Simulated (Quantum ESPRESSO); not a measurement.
# BAs: optical spectrum from first principles, part 3 of 3

Aim: the dielectric function of BAs, and the optical constants that follow from it.

Quantum ESPRESSO 7.5; DFT, PBE, plane waves with norm-conserving potentials (PseudoDojo), scalar-relativistic, independent-particle optical response without local fields and without the non-local commutator.

So far. Step 2 (Ground state): There is a gap, 1.21 eV on this mesh (points off the mesh can give less), so no carriers' term is needed.

## Step 5: Dielectric function

With the density converged, the vertical transitions are summed over the zone.

This step: DFT, PBE, plane waves with norm-conserving potentials (PseudoDojo), scalar-relativistic, independent-particle optical response without local fields and without the non-local commutator (Quantum ESPRESSO 7.5).

File epsilon.in:

```
&inputpp
  prefix = 'x'
  outdir = './tmp'
  calculation = 'eps'
/
&energy_grid
  smeartype = 'gauss'
  intersmear = 0.2
  wmin = 0.0
  wmax = 22
  nw = 500
/
```

Command:

```sh
mpirun -n 4 epsilon.x -nk 4 -in epsilon.in
```

The program printed:

```text
[banner, memory and clock lines left out]

     Broadcasting variables...

     IMPORTANT: XC functional enforced from input :
     Exchange-correlation= PBE
                           (   1   4   3   4   0   0   0)
     Any further DFT definition will be discarded

     G-vector sticks info

     Fermi energy [eV] is: 11.34447
     The system is a dielectric...
     metallic system: redefining wmin =     0.000000

     Performing eps calculation...

     xx,yy,zz plasmon frequences [eV] are:    18.947470655   18.947470655   18.947470655
```

Elapsed: 1.6 s, on 4 MPI ranks of Arm Neoverse V2, shared host; peak memory 0.04 GiB.

Read-outs, printed or worked out from the files:

* electronic dielectric constant ε∞, mean over x, y and z (by symmetry where fewer were run): 9.977
* main peak of Im epsilon, first axis: 5.553 eV

Some rows of epsi_x.dat:

```text
# energy grid [eV]     epsi_x  epsi_y  epsi_z
#
    0.176352705    0.010892860    0.010892860    0.010892860
    1.234468938    0.087097640    0.087097640    0.087097640
    2.292585170    0.245021182    0.245021182    0.245021182
    3.350701403    2.083430523    2.083430523    2.083430523
    4.408817635   13.324795672   13.324795672   13.324795671
    5.466933868   35.506591925   35.506591925   35.506591925
    6.525050100   25.649499584   25.649499584   25.649499584
    7.583166333    6.718536250    6.718536250    6.718536250
    8.641282565    4.297386468    4.297386468    4.297386468
    9.699398798    2.928446487    2.928446487    2.928446487
   10.757515030    1.380360641    1.380360641    1.380360641
   11.815631263    1.361093171    1.361093171    1.361093171
   12.873747495    0.768104422    0.768104422    0.768104422
   13.931863727    1.131794415    1.131794415    1.131794414
   14.989979960    0.697991230    0.697991230    0.697991230
   16.048096192    0.502981135    0.502981135    0.502981135
   17.106212425    0.342686050    0.342686050    0.342686050
   18.164328657    0.327095287    0.327095287    0.327095287
   19.222444890    0.326899317    0.326899317    0.326899317
   20.280561122    0.178673131    0.178673131    0.178673131
   21.338677355    0.184241335    0.184241335    0.184241335
```

The Im ε, any direction has structure finer than the step of the table below, so its rows give means over 0.5 eV, whole bins alone (the curve runs from 0 to 22 eV). Peaks (eV: height): 5.56: 43.2, 6.57: 26.9.

Values under the direct gap are tails of Lorentzian lines. Table of Im ε, any direction by photon energy; means over each step:

photon energy (eV), Im ε, any direction and a bar:
```
      0.5        0.0 
      1.0        0.1 
      1.5        0.1 
      2.0        0.2 
      2.5        0.3 
      3.0        0.8 #
      3.5        3.8 ####
      4.0        9.5 #########
      4.5       13.2 #############
      5.0       18.3 ##################
      5.5       31.3 ##############################
      6.0       15.2 ###############
      6.5       21.2 ####################
      7.0       10.7 ##########
      7.5        7.3 #######
      8.0        4.9 #####
      8.5        3.9 ####
      9.0        5.0 #####
      9.5        3.0 ###
     10.0        2.2 ##
     10.5        1.4 #
     11.0        1.5 #
     11.5        1.8 ##
     12.0        1.4 #
     12.5        1.3 #
     13.0        0.9 #
     13.5        1.0 #
     14.0        1.0 #
     14.5        0.6 #
     15.0        0.7 #
     15.5        0.6 #
     16.0        0.5 
     16.5        0.5 
     17.0        0.4 
     17.5        0.4 
     18.0        0.3 
     18.5        0.3 
     19.0        0.3 
     19.5        0.3 
     20.0        0.2 
     20.5        0.2 
     21.0        0.2 
     21.5        0.2
```

Table of Re ε, any direction by photon energy:

| photon energy (eV) | Re ε, any direction |
| --- | --- |
| 0.0 | 9.98 |
| 0.5 | 10.1 |
| 1.0 | 10.3 |
| 1.5 | 10.7 |
| 2.0 | 11.5 |
| 2.5 | 12.7 |
| 3.0 | 14.8 |
| 3.5 | 18.9 |
| 4.0 | 18.2 |
| 4.5 | 16.7 |
| 5.0 | 15.3 |
| 5.5 | 12.7 |
| 6.0 | -3.19 |
| 6.5 | -0.467 |
| 7.0 | -10.7 |
| 7.5 | -8.45 |
| 8.0 | -5.82 |
| 8.5 | -3.65 |
| 9.0 | -4.69 |
| 9.5 | -4.02 |
| 10.0 | -3.72 |
| 10.5 | -2.86 |
| 11.0 | -1.84 |
| 11.5 | -2.15 |
| 12.0 | -1.98 |
| 12.5 | -1.96 |
| 13.0 | -1.34 |
| 13.5 | -1.29 |
| 14.0 | -1.23 |
| 14.5 | -1.19 |
| 15.0 | -0.965 |
| 15.5 | -0.969 |
| 16.0 | -0.653 |
| 16.5 | -0.616 |
| 17.0 | -0.542 |
| 17.5 | -0.446 |
| 18.0 | -0.331 |
| 18.5 | -0.291 |
| 19.0 | -0.215 |
| 19.5 | -0.198 |
| 20.0 | -0.124 |
| 20.5 | -0.0531 |
| 21.0 | 0.0136 |
| 21.5 | 0.00700 |
| 22.0 | 0.0752 |

The reflectivity at normal incidence, any direction has structure finer than the step of the table below, so its rows give means over 1 eV, whole bins alone (the curve runs from 0 to 22 eV). Peaks (eV: height): 5.7: 68.5, 6.7: 70.5, 7.7: 70.4, 8.2: 70.1, 9.3: 70.2, 10.3: 73.1, 12.8: 66.3.

Table of reflectivity at normal incidence, any direction by photon energy; means over each step:

| photon energy (eV) | reflectivity at normal incidence, any direction (%) |
| --- | --- |
| 1 | 27.6 |
| 2 | 29.7 |
| 3 | 34.9 |
| 4 | 42.2 |
| 5 | 48.5 |
| 6 | 56.7 |
| 7 | 66.6 |
| 8 | 65.6 |
| 9 | 58.2 |
| 10 | 67.6 |
| 11 | 57.8 |
| 12 | 56.0 |
| 13 | 57.6 |
| 14 | 54.1 |
| 15 | 53.7 |
| 16 | 53.1 |
| 17 | 51.4 |
| 18 | 46.3 |
| 19 | 42.6 |
| 20 | 45.1 |
| 21 | 33.9 |

The loss function −Im 1/ε at q → 0, any direction has structure finer than the step of the table below, so its rows give means over 1 eV, whole bins alone (the curve runs from 0 to 22 eV). Peaks (eV: height): 21.0: 6.24, 21.8: 7.96.

Values under the direct gap are tails of Lorentzian lines. Table of loss function −Im 1/ε at q → 0, any direction by energy loss; means over each step:

| energy loss (eV) | loss function −Im 1/ε at q → 0, any direction |
| --- | --- |
| 1 | 6.4e-4 |
| 2 | 0.00141 |
| 3 | 0.00406 |
| 4 | 0.0209 |
| 5 | 0.0292 |
| 6 | 0.0503 |
| 7 | 0.0493 |
| 8 | 0.0818 |
| 9 | 0.115 |
| 10 | 0.109 |
| 11 | 0.212 |
| 12 | 0.243 |
| 13 | 0.301 |
| 14 | 0.373 |
| 15 | 0.513 |
| 16 | 0.689 |
| 17 | 0.951 |
| 18 | 1.48 |
| 19 | 2.00 |
| 20 | 3.34 |
| 21 | 5.73 |

Refractive index n and extinction k against photon energy:

| photon energy (eV) | n | k |
| --- | --- | --- |
| 0.0 | 3.16 | 0 |
| 0.5 | 3.17 | 0.00496 |
| 1.0 | 3.21 | 0.0105 |
| 1.5 | 3.28 | 0.0173 |
| 2.0 | 3.39 | 0.0270 |
| 2.5 | 3.56 | 0.0434 |
| 3.0 | 3.85 | 0.0873 |
| 3.5 | 4.37 | 0.402 |
| 4.0 | 4.40 | 1.10 |
| 4.5 | 4.43 | 1.70 |
| 5.0 | 4.29 | 1.77 |
| 5.5 | 5.21 | 3.80 |
| 6.0 | 2.33 | 2.93 |
| 6.5 | 3.44 | 3.50 |
| 7.0 | 1.47 | 3.58 |
| 7.5 | 1.26 | 3.17 |
| 8.0 | 1.05 | 2.63 |
| 8.5 | 0.908 | 2.12 |
| 9.0 | 1.24 | 2.50 |
| 9.5 | 0.734 | 2.13 |
| 10.0 | 0.591 | 2.02 |
| 10.5 | 0.402 | 1.74 |
| 11.0 | 0.514 | 1.45 |
| 11.5 | 0.549 | 1.57 |
| 12.0 | 0.499 | 1.49 |
| 12.5 | 0.495 | 1.49 |
| 13.0 | 0.333 | 1.21 |
| 13.5 | 0.395 | 1.20 |
| 14.0 | 0.477 | 1.21 |
| 14.5 | 0.259 | 1.12 |
| 15.0 | 0.335 | 1.04 |
| 15.5 | 0.314 | 1.03 |
| 16.0 | 0.297 | 0.861 |
| 16.5 | 0.316 | 0.846 |
| 17.0 | 0.211 | 0.766 |
| 17.5 | 0.305 | 0.734 |
| 18.0 | 0.270 | 0.635 |
| 18.5 | 0.286 | 0.611 |
| 19.0 | 0.296 | 0.550 |
| 19.5 | 0.232 | 0.502 |
| 20.0 | 0.254 | 0.435 |
| 20.5 | 0.225 | 0.322 |
| 21.0 | 0.296 | 0.272 |
| 21.5 | 0.276 | 0.263 |
| 22.0 | 0.313 | 0.150 |

From ε follow the optical constants at some laser and lamp lines:

| wavelength (nm) | n | k | R (%) | 1/α |
| --- | --- | --- | --- | --- |
| 1550 | 3.19 | 0.008 | 27.3 | 15 µm |
| 800 | 3.29 | 0.018 | 28.5 | 3.5 µm |
| 532 | 3.49 | 0.037 | 30.8 | 1.2 µm |
| 450 | 3.68 | 0.059 | 32.8 | 612 nm |
| 405 | 3.91 | 0.101 | 35.1 | 318 nm |
| 308 | 4.38 | 1.114 | 42.0 | 22 nm |
| 193 | 3.25 | 3.124 | 53.3 | 4.9 nm |

Below the direct gap, k and the depth come from the tails of the Lorentzian lines, not from transitions.

Rows near the edge hang on the gap, which this functional as a rule makes too small, and phonon-assisted absorption is left out.

## Step 6: What came out

```yaml
electronic_dielectric_constant_eps_infinity_mean_over_x_y_and_z_by_symmetry_where_fewer_were_run_independent_particles: 9.98
main_peak_of_im_epsilon_first_axis: 5.55 eV
```

What this shows: At this level (PBE, independent particles) BAs has ε∞ = 9.98 and n = 3.19 at 1550 nm, and Im ε peaks at 5.6 eV. Distinct maxima of Im ε, read by a parabola through the highest points, lie at 4.51 eV (15), 4.86 eV (20), 5.55 eV (43) and 6.56 eV (27). Excitons and phonon-assisted transitions are missing, and so are local fields; PBE gaps are as a rule too small, which pulls the onset down and ε∞ up. epsilon.x leaves out the commutator of the non-local potential, so its intensities are off, as a rule too high. The sum runs over mesh points, so small or evenly spaced maxima can still be ripples of the mesh.

[Machine, clock, banner and «Message from routine» lines are left out of the logs.]

[Logs are printed without paths, hosts, clocks, repeated set-up lines and the standing remarks that a program may print on its own settings, such as how far it seeks lower states.]

[Hosts, paths, dates, database ids (printed as entryN), source tags and the programs' standing remarks are cut or masked in the printed files.]
